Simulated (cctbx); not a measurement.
**Which space group?**

Cell: a = 11.3210 Å, b = 11.3210 Å, c = 11.3210 Å, α = 90.00°, β = 90.00°, γ = 90.00°. Expected content of the cell: Pd16 V48 Al32 C16.

The data are simulated with cctbx, not measured: Mo Kα, λ = 0.71073 Å, to d = 0.65 Å, 70 % of the full sphere, strongest reflection 20000 counts, noise from counting, a 1.5 % proportional error and a noise floor of 2 counts (s.d.); no absorption.

Tests on the unmerged data give:

```text
15570 reflections to d = 0.651 A
centring   violations  <I/sigma> of those
    A          0 of  7780     -0.0
    B          0 of  7783      0.0
    C          0 of  7749      0.0
    I       1646 of  7842      4.1
    R       1983 of 10408      3.8
    F          0 of 11656      0.0
Laue class    unique    Rint  (classes that these axes allow; Friedel mates merged)
F m m m           789   0.023
F m -3            271   0.025
F m -3 m          181   0.025
space group    extra absences  I>4sigma  <I/sigma>
F 4 3 2                 0          0         -  acentric
F 41 3 2               17          0       0.1  acentric
F -4 3 m                0          0         -  acentric
F m -3 m                0          0         -  centric
F d -3 m :1           237          0       0.1  centric
F d -3 m :2           237          0       0.1  centric
Wilson B = 1.70 A^2   <|E^2-1|> = 0.783 (0.968 centric, 0.736 acentric)   E^2>4: 1.2 %
shell (A)         n   <I/sigma>
 6.54 - 1.30     33     93.5
 1.30 - 1.04     22     93.3
 1.04 - 0.91     23     78.8
 0.91 - 0.82     20     72.2
 0.82 - 0.76     23     50.8
 0.76 - 0.72     16     57.5
 0.72 - 0.68     20     49.0
 0.68 - 0.65     24     38.3
```

Q: Read the symmetry from these tables.

The reflections that A, B, C and F centring forbids are absent (⟨I/σ⟩ near 0), so the lattice is F. F holds A, B and C together.

Rint stays low (0.023 to 0.025) up to F m -3 m, the highest class in these axes.

6 settings pass the absence test. The most absences obeyed, 237, belong to F d -3 m alone.

⟨|E²−1|⟩ = 0.783 leans to a non-centrosymmetric structure. Here that hint misleads: the statistic assumes many like atoms on general positions, and few, heavy or special-position atoms break it. The Wilson B of 1.70 Å² means U ≈ 0.0215 Å².

The true group is Fd-3m (no. 227, origin choice 1), Laue class m-3m, centrosymmetric. The tables fix it.

The model is made up (kin elements in a known structure type, no relaxation), so it says nothing on whether the phase exists.

[Logs are printed without paths, hosts, clocks, repeated set-up lines and the standing remarks that a program may print on its own settings, such as how far it seeks lower states.]
